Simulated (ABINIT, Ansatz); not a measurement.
**A GW run on MgH2 (P4_2/mnm) in ABINIT, with inputs changed**

A base run on MgH2 (P4_2/mnm), then changed inputs.

Program: ABINIT 10.8.3. Level of theory: PBE and many-body steps on it, plane waves. Results are calculated unless marked as measured.

### Step 1. The structure

The structure is tetragonal, space group P4_2/mnm (No. 136). Conventional cell: a = 4.517 Å, b = 4.517 Å, c = 3.020 Å, α = 90.00°, β = 90.00°, γ = 90.00°. Nearest to Mg lie 6 H at 1.95 Å. Nearest to H lie 3 Mg at 1.95 Å. Farther neighbours are not listed.

The cell and positions come from the Crystallography Open Database and are kept as given unless a step says otherwise.

### Step 2. Screening, 4×4×4 mesh, 173 bands, screening to 176.9 eV

This step: ABINIT 10.8.3; RPA screening on PBE, plane waves, norm-conserving pseudopotentials.

The RPA dielectric matrix is built and inverted for each q.

run.abi reads:

```
acell 3*1.0 Angstrom
rprim 
  4.516800000000 0.000000000000 0.000000000000
  0.000000000000 4.516800000000 0.000000000000
  0.000000000000 0.000000000000 3.020500000000
ntypat 2
znucl 12 1
natom 6
typat 1 1 2 2 2 2
xred 
  0.000000000000 0.000000000000 0.000000000000
  0.500000000000 0.500000000000 0.500000000000
  0.306000000000 0.306000000000 0.000000000000
  0.194000000000 0.806000000000 0.500000000000
  0.694000000000 0.694000000000 0.000000000000
  0.806000000000 0.194000000000 0.500000000000
pp_dirpath "pseudos"
pseudos "Mg.upf, H.upf"
ecut 38
ngkpt 4 4 4
nshiftk 1
shiftk 0 0 0
kptopt 1
chksymbreak 0
istwfk *1
occopt 1
irdwfk 1
optdriver 3
nband 173
ecuteps 6.5
inclvkb 2
awtr 1
symchi 1
indata_prefix "in"
outdata_prefix "out"
tmpdata_prefix "tmp"
```

Command:

```
$ OMP_NUM_THREADS=1 mpirun -n 4 abinit run.abi > log
```

What it wrote:

```text
.Version 10.8.3 of ABINIT. v10.8.2 released Aug 2026.

 Symmetries : space group P4_2/m n m (#136); Bravais tP (primitive tetrag.)
[... echo of the input left out ...]
== DATASET  1 ==================================================================
-   mpi_nproc: 4, omp_nthreads: 1 (-1 if OMP is not activated)

--- !DatasetInfo
iteration_state: {dtset: 1, }
dimensions: {natom: 6, nkpt: 18, mband: 173, nsppol: 1, nspinor: 1, nspden: 1, mpw: 4696, }
cutoff_energies: {ecut:  38.0, pawecutdg:  -1.0, }
electrons: {nelect:   2.40000000E+01, charge:   0.00000000E+00, occopt:   1.00000000E+00, tsmear:   1.00000000E-02, }

 SCREENING: Calculation of the susceptibility and dielectric matrices

 Based on a program developped by R.W. Godby, V. Olevano, G. Onida, and L. Reining.
 Incorporated in ABINIT by V. Olevano, G.-M. Rignanese, and M. Torrent.
.Using double precision arithmetic ; gwpc =  8

[... cell and pseudopotentials left out ...]
--------------------------------------------------------------------------------

 ==== K-mesh for the wavefunctions ====
 Number of points in the irreducible wedge :    18
[... list of points left out ...]
 Together with 16 symmetry operations and time-reversal symmetry
 yields    64 points in the full Brillouin Zone.

 ==== Q-mesh for the screening function ====
 Number of points in the irreducible wedge :    18
[... list of points left out ...]
 Together with 16 symmetry operations and time-reversal symmetry
 yields    64 points in the full Brillouin Zone.

 setmesh: FFT mesh size selected  =    36x   36x   24
          total number of points  =        31104

 vcoul_init : cutoff-mode = AUXILIARY_FUNCTION
 q-points for optical limit:   1
     1)      0.000010    0.000020    0.000030

- screening: taking advantage of time-reversal symmetry
- Maximum band index for partially occupied states nbvw = 12
- Remaining bands to be divided among processors   nbcw = 161
- Number of bands treated by each node ~40

 Number of electrons calculated from density =   24.0000; Expected =   24.0000
 average of density, n =  0.057713
 r_s =    1.6053
 omega_plasma =   23.1736 [eV]

 calculating chi0 at frequencies [eV] :
  1    0.000000E+00    0.000000E+00
  2    0.000000E+00    2.317355E+01

--------------------------------------------------------------------------------
  q-point number  1        q = ( 0.000000, 0.000000, 0.000000) [r.l.u.]
--------------------------------------------------------------------------------
[... chi0 elements left out ...]
 For q-point:  0.000010 0.000020 0.000030
  dielectric constant =   3.6619
  dielectric constant without local fields =   4.0598

  Average fulfillment of the sum rule on Im[epsilon] for q-point    1 :     66.91  [%]
[... wings left out ...]
  q-point number  2        q = ( 0.250000, 0.000000, 0.000000) [r.l.u.]
--------------------------------------------------------------------------------
[... chi0 elements left out ...]
  Average fulfillment of the sum rule on Im[epsilon] for q-point    2 :     73.54  [%]

 [... 16 further q-points ...]
```

Elapsed: 3.9 min, on 4 MPI ranks of Arm Neoverse V1, shared host; peak memory 2.4 GiB; 16 min of CPU time.

This step gave:

```yaml
eps_infinity_with_local_fields_on_this_mesh_along_the_program_s_q_direction: 3.662
the_same_without_local_fields: 4.060
plasma_frequency: 23.17 eV
plane_waves_in_the_screening_matrix: 315
```

Local fields lower ε∞ by 10 %. On a Γ-centred mesh this coarse the value itself is usually too large, while a short band sum pulls it down.

### Step 3. Base

The self-energy is evaluated for the states that the input lists, and the levels follow from it, in one-shot runs by the linearised quasiparticle equation.

This step: G0W0 on PBE, plane waves, norm-conserving pseudopotentials.

run.abi, as its differences from that of step 2:

```diff
@@ -27,8 +27,21 @@
 irdwfk 1
-optdriver 3
+optdriver 4
 nband 173
+gwcalctyp 0
+ecutsigx 38
+symsigma 1
+nkptgw 4
+kptgw 
+  0.2500000000 0.0000000000 0.0000000000
+  0.5000000000 0.5000000000 0.5000000000
+  0.2500000000 0.2500000000 0.5000000000
+  0.0000000000 0.0000000000 0.0000000000
+bdgw 
+  11 14
+  11 14
+  11 14
+  10 14
 ecuteps 6.5
-inclvkb 2
-awtr 1
-symchi 1
+irdscr 1
+ppmodel 1
 indata_prefix "in"
```

What it wrote:

```text
.Version 10.8.3 of ABINIT. v10.8.2 released Aug 2026.

 Symmetries : space group P4_2/m n m (#136); Bravais tP (primitive tetrag.)
[... echo of the input left out ...]
== DATASET  1 ==================================================================
-   mpi_nproc: 4, omp_nthreads: 1 (-1 if OMP is not activated)

--- !DatasetInfo
iteration_state: {dtset: 1, }
dimensions: {natom: 6, nkpt: 18, mband: 173, nsppol: 1, nspinor: 1, nspden: 1, mpw: 4696, }
cutoff_energies: {ecut:  38.0, pawecutdg:  -1.0, }
electrons: {nelect:   2.40000000E+01, charge:   0.00000000E+00, occopt:   1.00000000E+00, tsmear:   1.00000000E-02, }

 SIGMA: Calculation of the GW corrections

 Based on a program developped by R.W. Godby, V. Olevano, G. Onida, and L. Reining.
 Incorporated in ABINIT by V. Olevano, G.-M. Rignanese, and M. Torrent.
.Using double precision arithmetic ; gwpc =  8

[... cell and pseudopotentials left out ...]
--------------------------------------------------------------------------------

 ==== K-mesh for the wavefunctions ====
 Number of points in the irreducible wedge :    18
[... list of points left out ...]
 Together with 16 symmetry operations and time-reversal symmetry
 yields    64 points in the full Brillouin Zone.

 ==== Q-mesh for screening function ====
 Number of points in the irreducible wedge :    18
[... list of points left out ...]
 Together with 16 symmetry operations and time-reversal symmetry
 yields    64 points in the full Brillouin Zone.

 vcoul_init : cutoff-mode = AUXILIARY_FUNCTION
 q-points for optical limit:   1
     1)      0.000010    0.000020    0.000030
 setmesh: FFT mesh size selected  =    48x   48x   32
          total number of points  =        73728

 Number of electrons calculated from density =   24.0000; Expected =   24.0000
 average of density, n =  0.057713
 r_s =    1.6053
 omega_plasma =   23.1736 [eV]

 === KS Band Gaps ===
  >>>> For spin  1
   Minimum direct gap =   4.6658 [eV], located at k-point      :   0.2500  0.2500  0.5000
   Fundamental gap    =   3.8953 [eV], Top of valence bands at :   0.2500  0.0000  0.0000
                                       Bottom of conduction at :   0.5000  0.5000  0.5000
 SIGMA fundamental parameters:
 PLASMON POLE MODEL  1
 number of plane-waves for SigmaX                 4651
 number of plane-waves for SigmaC and W            315
 number of plane-waves for wavefunctions          4651
 number of bands                                   173
 number of independent spin polarizations            1
 number of spinorial components                      1
 number of k-points in IBZ                          18
 number of q-points in IBZ                          18
 number of symmetry operations                      16
 number of k-points in BZ                           64
 number of q-points in BZ                           64
 number of frequencies for dSigma/dE                 9
 frequency step for dSigma/dE [eV]                0.25
 number of omega for Sigma on real axis              0
 max omega for Sigma on real axis  [eV]           0.00
 zcut for avoiding poles [eV]                     0.10

 EPSILON^-1 parameters (SCR file):
 dimension of the eps^-1 matrix on file            315
 dimension of the eps^-1 matrix used               315
 number of plane-waves for wavefunctions          4651
 number of bands                                   173
 number of q-points in IBZ                          18
 number of frequencies                               2
 number of real frequencies                          1
 number of imag frequencies                          1

 matrix elements of self-energy operator (all in [eV])

 Perturbative Calculation

--- !SelfEnergy_ee
iteration_state: {dtset: 1, }
kpoint     : [   0.250,    0.000,    0.000, ]
spin       : 1
KS_gap     :    4.798
QP_gap     :    6.766
Delta_QP_KS:    1.968
data: !SigmaeeData |
     Band     E0 <VxcDFT>   SigX SigC(E0)      Z dSigC/dE  Sig(E)    E-E0       E
       11  -0.710 -11.185 -15.060   1.995   0.774  -0.291 -12.641  -1.456  -2.166
       12   0.402 -11.630 -15.054   1.670   0.781  -0.280 -13.000  -1.370  -0.968
       13   5.200  -8.565  -4.388  -3.449   0.822  -0.216  -7.966   0.599   5.798
       14   6.926  -8.266  -3.848  -3.704   0.816  -0.226  -7.684   0.582   7.508

--- !SelfEnergy_ee
iteration_state: {dtset: 1, }
kpoint     : [   0.500,    0.500,    0.500, ]
spin       : 1
KS_gap     :    4.769
QP_gap     :    6.907
Delta_QP_KS:    2.138
data: !SigmaeeData |
     Band     E0 <VxcDFT>   SigX SigC(E0)      Z dSigC/dE  Sig(E)    E-E0       E
       11  -0.472 -11.049 -14.865   1.927   0.776  -0.288 -12.516  -1.467  -1.939
       12  -0.472 -11.049 -14.865   1.927   0.776  -0.288 -12.516  -1.467  -1.939
[...]
--- !SelfEnergy_ee
iteration_state: {dtset: 1, }
kpoint     : [   0.250,    0.250,    0.500, ]
spin       : 1
KS_gap     :    4.666
QP_gap     :    6.748
Delta_QP_KS:    2.083
data: !SigmaeeData |
     Band     E0 <VxcDFT>   SigX SigC(E0)      Z dSigC/dE  Sig(E)    E-E0       E
[...]
--- !SelfEnergy_ee
iteration_state: {dtset: 1, }
kpoint     : [   0.000,    0.000,    0.000, ]
spin       : 1
KS_gap     :    5.246
QP_gap     :    6.963
Delta_QP_KS:    1.717
data: !SigmaeeData |
     Band     E0 <VxcDFT>   SigX SigC(E0)      Z dSigC/dE  Sig(E)    E-E0       E
[...]
12  -0.039 -11.484 -14.821   1.648   0.779  -0.283 -12.800  -1.316  -1.355
       13   5.207  -6.816  -2.910  -3.423   0.829  -0.206  -6.416   0.400   5.608
       14   5.547  -9.978  -5.729  -3.434   0.814  -0.229  -9.315   0.662   6.210

== END DATASET(S) ==============================================================
================================================================================

 -outvars: echo values of variables after computation  --------
           etotal      0.0000000000E+00
            nband         173
             nkpt          18
          spgroup         136
 [... the other variables as echoed above ...]

 Calculation completed.
```

Elapsed: 93 s, on 4 MPI ranks; peak memory 2.5 GiB; 6.2 min of CPU time.

This step gave:

* G0W0 gap on the mesh: 5.936 eV
* starting gap on the mesh: 3.895 eV
* k of the valence top: 0.25, 0, 0
* k of the conduction bottom: 0.5, 0.5, 0.5
* Z at the valence top: 0.781
* Z at the conduction bottom: 0.821
* least direct G0W0 gap on the computed points: 6.748 eV

The gap on the mesh goes from 3.90 eV to 5.94 eV, a correction of +2.04 eV.

(Continued in part 2 of 2.)

[Paths, hosts, dates, memory and timing lines, banners, echoed tables and standing remarks are left out of the program output.]

[Logs are printed without paths, hosts, clocks, repeated set-up lines and the standing remarks that a program may print on its own settings, such as how far it seeks lower states.]

[Runs of the session that timed out or met a known fault of the program may be left out.]

[Hosts, paths, dates, database ids (printed as entryN), source tags and the programs' standing remarks are cut or masked in the printed files.]

[G0W0 gaps are taken among the corrected bands and points alone; a level outside them can change the order at an edge.]

[Where Ansatz stands beside ABINIT at settings called matched, ABINIT's density can come from a denser mesh and the files from another edition; pairs whose starting gaps differed by over 0.03 eV were left out, so agreement reads better than it is.]
